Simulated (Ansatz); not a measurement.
# Quasiparticle gap of SiO2 (Fddd), part 2 of 2

Aim: the quasiparticle gap of SiO2 (Fddd), starting from LDA.

Ansatz 0.2.0; LDA, then G0W0 on it, plane waves, PAW. Known limits of the many-body steps: finite bands, screening cutoff and k mesh; no spin-orbit coupling in G0W0.

So far. Step 2 (The LDA band structure): Over mesh and path the gap is 5.533 eV, direct, at k = Γ.

In doubt: masses and optical values from hybrid runs of this build are listed as unsure (in some of the runs), which bears on the screening that GW takes from such a start.

### 3. One-shot GW

G0W0 replaces the xc potential by a self-energy built once from the orbitals of the start. Levels are corrected in the window of bands that the input names, at points of the mesh.

This step: G0W0 on LDA, plane waves, PAW; PAW set soft_1.

File input.yaml:

```yaml
crystal:
  lattice:
    - [0.0, 4.71625711, 7.3627753715]
    - [2.3595806657, 0.0, 7.3627753715]
    - [2.3595806657, 4.71625711, 0.0]
  atoms:
    - { symbol: Si, position: [0.56323108, 0.56323108, 0.93676892] }
    - { symbol: Si, position: [0.31323108, 0.31323108, 0.68676892] }
    - { symbol: Si, position: [0.68676892, 0.68676892, 0.31323108] }
    - { symbol: Si, position: [0.93676892, 0.93676892, 0.56323108] }
    - { symbol: O, position: [0.625, 0.125, 0.625] }
    - { symbol: O, position: [0.625, 0.625, 0.125] }
    - { symbol: O, position: [0.625, 0.625, 0.625] }
    - { symbol: O, position: [0.125, 0.625, 0.625] }
    - { symbol: O, position: [0.1865604, 0.8134396, 0.1865604] }
    - { symbol: O, position: [0.8134396, 0.1865604, 0.8134396] }
    - { symbol: O, position: [0.4365604, 0.0634396, 0.4365604] }
    - { symbol: O, position: [0.0634396, 0.4365604, 0.0634396] }
kpoints:
  mp_grid: { grid: [4, 4, 4] }
hamiltonian:
  xc: lda
  pseudopotentials: { kind: paw, azcp: { folder: soft_1 }, xc_functional: pbe }
scf:
  occupations: { method: fixed }
gw:
  n_empty_bands: 898
  ecut_chi: 180.0
  qp_bands: [v4, c4]
  qp_kpoints: band_edges
  screening: { model: contour_deformation }
```

Started as:

```
> ansatz run input.yaml --threads 3 --pin off --max-ram 92160MiB --backend cuda --events-out ev --progress --plain --runs-dir out --devices 1 --max-vram 13GiB
```

Numbers of over 12 decimals in the logs are rounded to 6 here.

The log of the run:

```text
GPUs: using 1 of 1 available (devices: 1).
[...]
GPU FFT provider: cuFFT
GPU libraries: cuBLAS 13.8.2, cuFFT 12.4.0, cuSOLVER 12.3.4
Crystal: 12 atoms, lattice volume = 163.872 Å³
Basis set: ecut = 420 eV, 3169 PW (Γ)
Bands: 44, of which v1, the nominal top of the filled ones, is band 32 counted from 1 (31 counted from 0)
Symmetry: 8 space group operations
[...]
k-points: 18 of 64
[...]
GPU buffer pool allocated for 116640 grid points (all kernels)
[...]
SCF iter   1: F=—  HF=-6897.269031 eV  |F-HF|=—  |Δ(HF+E_count)|=         —  Δρ=1.22e-1  dr2=2.19e1  ethr=3.10e-3  ⟨swp⟩=4.8  Hψ=3262  notcnv=0  defer=148
[...]
SCF iter   8: F=-6890.709766 eV  HF=-6890.709766 eV  |F-HF|=7.34e-8  |Δ(HF+E_count)|=   3.50e-6  Δρ=7.54e-6  dr2=9.25e-8  ethr=1.56e-10  ⟨swp⟩=14.2  Hψ=5069  notcnv=0
SCF 1 converged in 8 iterations: F = -6890.709766 eV  dr2 = 9.25e-8
[...]
NSCF: frozen V_eff on 18 k-points
the band table was solved once the SCF had ended and its energy, with any forces and stress, was formed, with the checks that follow a solve (3534 applications of the Hamiltonian). They found nothing against the state; the energy, forces and stress were not computed again (output.eigenvalues in the input reference)
[...]
G₀W₀ screening: q 1/18
[... further progress lines ...]
[...]
SCF converged after 8 iterations
Free energy (F): -6890.709766 eV
[...]
Internal energy: -6890.709766 eV  (E = F + TS)
E sigma→0 (E₀):  -6890.709766 eV
Fermi energy:    1.447511 eV
[...]
--- Band table (eV; the first three rows and the last of 18) ---
  k-point 0: bands = [... 28 lower, 0.8042, 1.0083, 1.4099, 1.4475, 6.9810, 9.5144, 9.5647, 9.9041, ... 8 higher]
  k-point 1: bands = [... 28 lower, 0.6813, 1.0260, 1.2064, 1.2809, 7.9190, 9.9867, 10.0478, 10.2783, ... 8 higher]
  k-point 2: bands = [... 28 lower, 0.8286, 0.8734, 1.1237, 1.1847, 9.4064, 9.9763, 10.2058, 10.7001, ... 8 higher]
  k-point 17: bands = [... 28 lower, 0.8148, 0.8148, 1.2814, 1.2814, 8.1256, 8.1256, 10.0021, 10.0021, ... 8 higher]
--- G₀W₀: contour deformation, 6 samples at zero and on the imaginary axis and 2 off it, 64 q-points, 898 empty bands' worth ---
  eigenvalues of the whole cell's RPA ε∞ on this k-mesh (on a slab, of 1 + 4πα/V) = 2.2603, 2.3124, 2.3196; static W/v taken at q = 0 is 0.435865
  gw.qp_kpoints: band_edges: 18 of 18 stored k-points solved, in 1 pass; an edge of the gap read off the rows below is read off those points alone
    ik  band        ε_KS         Σx   Σc(E_QP)       V_xc       Z   E_QP_lin       E_QP  E_QP is
     0    29      0.8042   -26.3416     3.9710   -20.5507  0.8015    -1.0448    -1.0157  root
     0    30      1.0083   -26.5876     4.0410   -20.7265  0.8001    -0.8411    -0.8118  root
     0    31      1.4099   -26.9245     3.9694   -21.2008  0.8013    -0.3703    -0.3444  root
     0    32      1.4475   -26.5903     3.9798   -20.8379  0.8009    -0.3521    -0.3250  root
     0    33      6.9810    -6.9733    -3.3628   -11.7613  0.8677     8.4165     8.4061  root
     0    34      9.5144    -6.1078    -3.9568   -11.8416  0.8619    11.3107    11.2914  root
     0    35      9.5647    -5.5973    -3.9265   -11.2726  0.8637    11.3321    11.3134  root
     0    36      9.9041    -7.7439    -3.7153   -13.2195  0.8525    11.6845    11.6643  root
     1    29      0.6813   -26.1489     4.0325   -20.2685  0.7995    -1.1979    -1.1665  root
     1    30      1.0260   -26.4125     3.9953   -20.6081  0.8008    -0.8119    -0.7830  root
     1    31      1.2064   -26.5855     3.9741   -20.8281  0.8011    -0.6044    -0.5769  root
     1    32      1.2809   -26.5693     3.9913   -20.7950  0.8005    -0.5299    -0.5022  root
     1    33      7.9190    -7.4924    -3.4028   -12.4070  0.8623     9.4435     9.4309  root
     1    34      9.9867    -7.2335    -3.9439   -13.0057  0.8550    11.8368    11.8151  root
     1    35     10.0478    -7.1512    -3.8845   -12.8362  0.8551    11.8695    11.8484  root
     1    36     10.2783    -6.2082    -3.9355   -11.9268  0.8579    12.0821    12.0613  root
     2    29      0.8286   -26.1856     4.0142   -20.3406  0.7996    -1.0327    -1.0022  root
     2    30      0.8734   -26.2795     4.0052   -20.4582  0.7999    -0.9724    -0.9426  root
     2    31      1.1237   -26.6072     3.9876   -20.8282  0.8010    -0.6954    -0.6676  root
     2    32      1.1847   -26.6396     3.9978   -20.8509  0.8006    -0.6341    -0.6062  root
     2    33      9.4064    -7.4892    -3.7138   -12.8954  0.8566    11.1166    11.0987  root
     2    34      9.9763    -7.5173    -3.6120   -12.8221  0.8544    11.6875    11.6691  root
     2    35     10.2058    -9.5201    -4.2914   -15.8945  0.8462    12.3183    12.2887  root
     2    36     10.7001    -6.2928    -3.9797   -12.0822  0.8572    12.5318    12.5098  root
     3    29      0.8056   -26.1924     3.9860   -20.3797  0.8009    -1.0510    -1.0211  root
     3    30      0.8782   -26.3734     4.0209   -20.5343  0.7999    -0.9696    -0.9400  root
     3    31      0.9118   -26.3473     4.0408   -20.4785  0.7991    -0.9465    -0.9161  root
     3    32      1.0897   -26.4816     4.0101   -20.6653  0.8001    -0.7453    -0.7164  root
     3    33      9.1759    -7.0783    -3.4975   -12.1567  0.8595    10.7718    10.7568  root
     3    34     10.4817    -7.5641    -3.9486   -13.3766  0.8526    12.3688    12.3455  root
     3    35     10.6013    -6.5696    -3.9340   -12.2859  0.8558    12.4048    12.3835  root
     3    36     10.6430   -11.3492    -4.5246   -18.1305  0.8353    12.9378    12.8996  root
     4    29      0.5432   -25.9864     4.0151   -20.1204  0.7996    -1.3393    -1.3076  root
     4    30      0.7824   -26.2663     4.0213   -20.4093  0.7997    -1.0837    -1.0531  root
     4    31      1.1392   -26.4998     4.0217   -20.6775  0.7998    -0.6901    -0.6613  root
     4    32      1.3215   -26.6316     3.9986   -20.8499  0.8005    -0.4891    -0.4615  root
     4    33      9.2712    -8.2769    -3.6831   -13.6805  0.8535    11.0100    10.9917  root
     4    34      9.8471    -8.5044    -3.9196   -14.2585  0.8507    11.7037    11.6816  root
     4    35     10.2779    -6.8106    -3.6541   -12.1634  0.8559    11.9953    11.9765  root
     4    36     10.6430    -7.0063    -3.7707   -12.5396  0.8537    12.4265    12.4056  root
[...]
16    33      9.7428    -8.0668    -3.8004   -13.6387  0.8525    11.5347    11.5144  root
    16    34      9.7428    -8.0668    -3.8004   -13.6387  0.8525    11.5347    11.5144  root
    16    35     10.4557    -7.6080    -3.8884   -13.3392  0.8527    12.3211    12.2985  root
    16    36     10.4557    -7.6080    -3.8884   -13.3392  0.8527    12.3211    12.2985  root
    17    29      0.8148   -25.9232     3.9764   -20.1120  0.8003    -1.0506    -1.0200  root
    17    30      0.8148   -25.9232     3.9764   -20.1120  0.8003    -1.0506    -1.0200  root
    17    31      1.2814   -26.5485     3.9583   -20.8144  0.8014    -0.5214    -0.4943  root
    17    32      1.2814   -26.5485     3.9583   -20.8144  0.8014    -0.5214    -0.4943  root
    17    33      8.1256    -7.6193    -3.4079   -12.5606  0.8608     9.6721     9.6590  root
    17    34      8.1256    -7.6193    -3.4079   -12.5606  0.8608     9.6721     9.6590  root
    17    35     10.0021    -6.5266    -3.9107   -12.2452  0.8572    11.8309    11.8100  root
    17    36     10.0021    -6.5266    -3.9107   -12.2452  0.8572    11.8309    11.8100  root
```

Wall time 3.3 min (1 × NVIDIA H100 80GB HBM3 (shared by 6 runs) with 3 threads of AMD EPYC 7R13 (Zen 3), shared host); peak memory 4.4 GiB; 5.9 min of CPU time.

This step gave:

| Property | Result |
| --- | --- |
| bands summed | 930 |
| RPA ε∞ on this mesh (eigenvalues) | 2.260, 2.312, 2.320 |
| plane waves in the screening matrix | 915 |
| q-points in the mesh | 64 |
| G0W0 gap over the corrected points | 8.731 eV |
| k of the valence top | 0, 0, 0 |
| k of the conduction bottom | 0, 0, 0 |
| starting gap on the mesh | 5.533 eV |
| Z at the valence top | 0.8009 |
| Z at the conduction bottom | 0.8677 |
| least direct G0W0 gap over the corrected points | 8.731 eV |

Over all 18 irreducible mesh points the G0W0 gap is 8.731 eV, direct, at k = Γ. The LDA gap of this run on the mesh is 5.533 eV. The two states that bound the G0W0 gap lie that far apart at the start, so the correction of the gap is 8.731 − 5.533 = +3.198 eV. The start of this run differs from the step before in mesh (6×6×6 and 4×4×4).

Labels follow the order of the start: v1 is the top filled band, c1 the lowest empty one; levels that stay degenerate share a row, the window can cut a multiplet, doubted levels are not marked in this list, bands outside the window were not corrected, and the list may be a part of the corrected levels. The levels before and after the correction (eV, zero at the valence-band top of each column):

```
           conduction bottom  valence top
Kohn-Sham               5.53         0.00
     G0W0               8.73         0.00
```

```
           level  occupation  energy (eV)
Kohn-Sham   Γ v4           2       -0.643
Kohn-Sham   Γ v3           2       -0.439
Kohn-Sham   Γ v2           2       -0.038
Kohn-Sham   Γ v1           2        0.000
Kohn-Sham   Γ c1           0        5.533
Kohn-Sham   Γ c2           0        8.067
Kohn-Sham   Γ c3           0        8.117
Kohn-Sham   Γ c4           0        8.457
     G0W0   Γ v4           2       -0.691
     G0W0   Γ v3           2       -0.487
     G0W0   Γ v2           2       -0.019
     G0W0   Γ v1           2        0.000
     G0W0   Γ c1           0        8.731
     G0W0   Γ c2           0       11.616
     G0W0   Γ c3           0       11.639
     G0W0   Γ c4           0       11.989
```

The parts of the quasiparticle energy for the two states that bound the G0W0 gap, in eV on the run's own scale (QP = start + Σx + Σc − Vxc, with Σc at the quasiparticle energy):

```
             edge  k  band  start       Σx      Σc      Vxc      Z      QP
      valence top  Γ    32  1.448  −26.590   3.980  −20.838  0.801  −0.325
conduction bottom  Γ    33  6.981   −6.973  −3.363  −11.761  0.868   8.406
```

### 4. The runs together

Each gap is the least one over the points named; times are wall times on shared hosts, not benchmarks. A G0W0 time includes the run's own self-consistent start. Rows marked * are further runs, not shown as steps, whose inputs differ from the G0W0 step on the same start in the columns given; solver thresholds can differ too.

```
    level   mesh       files, cutoff    bands summed, screening                          points  gap (eV)  valence top  conduction bottom  least direct gap (eV)     time
      LDA  6×6×6  soft_1 PAW, 420 eV                          -                   mesh and path     5.533            Γ                  Γ                  5.533     18 s
G0W0@LDA*  4×4×4  soft_1 PAW, 420 eV                 179, 54 eV  all 18 irreducible mesh points     8.379            Γ                  Γ                  8.379     28 s
G0W0@LDA*  4×4×4  soft_1 PAW, 420 eV                449, 108 eV  all 18 irreducible mesh points     8.532            Γ                  Γ                  8.532     55 s
 G0W0@LDA  4×4×4  soft_1 PAW, 420 eV                930, 180 eV  all 18 irreducible mesh points     8.731            Γ                  Γ                  8.731  3.3 min
G0W0@LDA*  4×4×4  soft_1 PAW, 420 eV  449, 108 eV, plasmon pole  all 18 irreducible mesh points     8.509            Γ                  Γ                  8.509  1.8 min
```

### 5. Summary of results

```json
{
 "LDA gap over mesh and path": "5.533 eV, direct, at k = Γ",
 "G0W0@LDA gap over all 18 irreducible mesh points": "8.731 eV, direct, at k = Γ",
 "GW settings": "4×4×4 mesh, 898 empty bands, screening to 180 eV, PAW set soft_1 files",
 "known limits": "finite bands, screening cutoff and k mesh; no spin-orbit coupling in G0W0"
}
```

What this shows: Over all 18 irreducible mesh points the G0W0 gap is 8.731 eV, direct, at k = Γ. The LDA gap of this run on the mesh is 5.533 eV. The two states that bound the G0W0 gap lie that far apart at the start, so the correction of the gap is 8.731 − 5.533 = +3.198 eV. The valence state moves by −0.325 − 1.448 = −1.773 eV and the conduction state by 8.406 − 6.981 = +1.425 eV, on the run's own scale; with 179 bands the edge states move by −1.306 and +1.539 eV, so the split between the edges depends on the bands and cutoff. Both edges that LDA shows over mesh and path lie at k points where levels were corrected. Levels at other points were not corrected, so a lower G0W0 gap elsewhere in the zone is not ruled out. From 179 bands and 54 eV to 930 bands and 180 eV the gap moves by 8.731 − 8.379 = +0.352 eV (rung by rung 8.379, 8.532, 8.731 eV); bands and screening cutoff rise together, so their parts are not told apart. A line in one over the bands through the two highest rungs gives 8.731 + (8.731 − 8.532) × 449 / (930 − 449) = 8.917 eV, and through the pair below 8.532 + (8.532 − 8.379) × 179 / (449 − 179) = 8.633 eV. The two differ by 0.284 eV, not under the 0.030 eV asked, so the law does not hold well over these rungs and the limit is not known. With the plasmon pole model in place of the contour deformation model and all else as in the G0W0@LDA row with 449 bands, the gap differs by 8.509 − 8.532 = −0.023 eV. G0W0 on other starts in this series, not shown as steps and not all at these settings: 8.907 eV on r2SCAN (4×4×4, soft_1 PAW, 449 bands, 108 eV) and 9.362 eV on HSE06 (4×4×4, soft_1 PAW, 449 bands, 108 eV). The G0W0 runs are scalar-relativistic. No pair of G0W0 runs that differ in the mesh alone is shown (4×4×4 is a supercell whose nearest images lie 19 Å apart), so the error from the mesh is not known here. G0W0@LDA runs of this series with other atomic data on the same mesh, not shown as steps, give 8.554 eV (hard PAW, 930 eV, 449 bands, screening to 108 eV; the table's row with the same empty bands and screening cutoff has 8.532 eV); where bands and cutoffs differ too, the part of the files is not isolated.

[Paths, hosts, dates, memory and timing lines, banners, echoed tables and standing remarks are left out of the program output.]

[Logs are printed without paths, hosts, clocks, repeated set-up lines and the standing remarks that a program may print on its own settings, such as how far it seeks lower states.]

[Runs of the session that timed out or met a known fault of the program may be left out.]

[Cells called generated may have been cut or substituted from an entry of the Crystallography Open Database or the Materials Project.]

[Hosts, paths, dates, database ids (printed as entryN), source tags and the programs' standing remarks are cut or masked in the printed files.]

[Where an RPA ε∞ is given, it is that of the G0W0 mesh and is not shown converged in it. Names of k-points follow the symmetry that the program found, which can be lower than the space group named. Band edges on a path are those of the sampled points; other points can move an edge, and change direct to indirect where valleys lie close.]

[Hybrid gaps are those of their k-mesh and are not shown converged in it.]
